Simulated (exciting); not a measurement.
ZnGeO3, space group R-3, Zn K edge of atom 3, with 3 O at 2.02 Å and 3 O at 2.34 Å (6-fold, site symmetry 3); the tensor is averaged over the atoms equivalent by symmetry. Method: exciting, all-electron LAPW+lo, LDA, exchange and screened direct term (singlet BSE), 3×3×3 shifted k points, 36 conduction bands, |G+q| up to 3 bohr⁻¹, full RPA screening with nempty = 66, Lorentzian half width 0.83 eV.

```xyz
10
Lattice="2.5227 1.4565 4.6942 -2.5227 1.4565 4.6942 0.0000 -2.9129 4.6942" Properties=species:S:1:pos:R:3 pbc="T T T"
Ge    0.0000    0.0000   11.8808
Ge    0.0000    0.0000    2.2018
Zn    0.0000    0.0000    8.8950
Zn    0.0000    0.0000    5.1876
O    -1.8654    0.0669    8.1151
O     0.8747   -1.6489    8.1151
O     0.9906    1.5820    8.1151
O    -0.8747    1.6489    5.9675
O     1.8654   -0.0669    5.9675
O    -0.9906   -1.5820    5.9675
```

Energy from the Kohn–Sham onset, core level to the lowest empty state found on the meshes used; scaled to the maximum of the polarisation mean:

```csv
E (eV),curve 1,curve 2
-3.0,0.03,0.03
-2.5,0.04,0.03
-2.0,0.04,0.03
-1.5,0.05,0.04
-1.0,0.06,0.04
-0.5,0.08,0.05
0.0,0.11,0.06
0.5,0.14,0.08
1.0,0.17,0.11
1.5,0.21,0.16
2.0,0.27,0.23
2.5,0.34,0.29
3.0,0.46,0.30
3.5,0.63,0.33
4.0,0.91,0.41
4.5,1.25,0.59
5.0,1.26,0.85
5.5,0.96,0.96
6.0,0.78,0.97
6.5,0.72,1.03
7.0,0.72,1.04
7.5,0.75,0.94
8.0,0.78,0.81
8.5,0.76,0.69
9.0,0.69,0.59
9.5,0.59,0.51
10.0,0.47,0.44
10.5,0.38,0.41
11.0,0.34,0.41
11.5,0.36,0.46
12.0,0.41,0.52
12.5,0.43,0.53
13.0,0.37,0.53
13.5,0.33,0.53
14.0,0.32,0.49
14.5,0.32,0.45
15.0,0.31,0.43
15.5,0.32,0.41
16.0,0.32,0.38
16.5,0.33,0.33
17.0,0.35,0.31
17.5,0.36,0.32
18.0,0.35,0.33
18.5,0.30,0.33
19.0,0.26,0.32
19.5,0.24,0.30
20.0,0.22,0.27
```

Q: The curves are the diagonal elements of Im ε for ε ∥ c and ⊥ c. Which is which?

Curve 1: ε ∥ c, maxima 4.7 eV (1.33), 8.1 eV (0.78) and 12.3 eV (0.44); 1 lower ones aren't listed. Curve 2: ε ⊥ c, maxima 6.7 eV (1.05), 12.7 eV (0.53) and 18.6 eV (0.33). A K edge probes the empty p states along ε, which follow the bonds' lengths and directions.

[Banner, clock and machine lines of the logs are left out without a mark of their own.]

[Logs are printed without paths, hosts, clocks, repeated set-up lines and the standing remarks that a program may print on its own settings, such as how far it seeks lower states.]

[Hosts, paths, dates, database ids (printed as entryN), source tags and the programs' standing remarks are cut or masked in the printed files.]
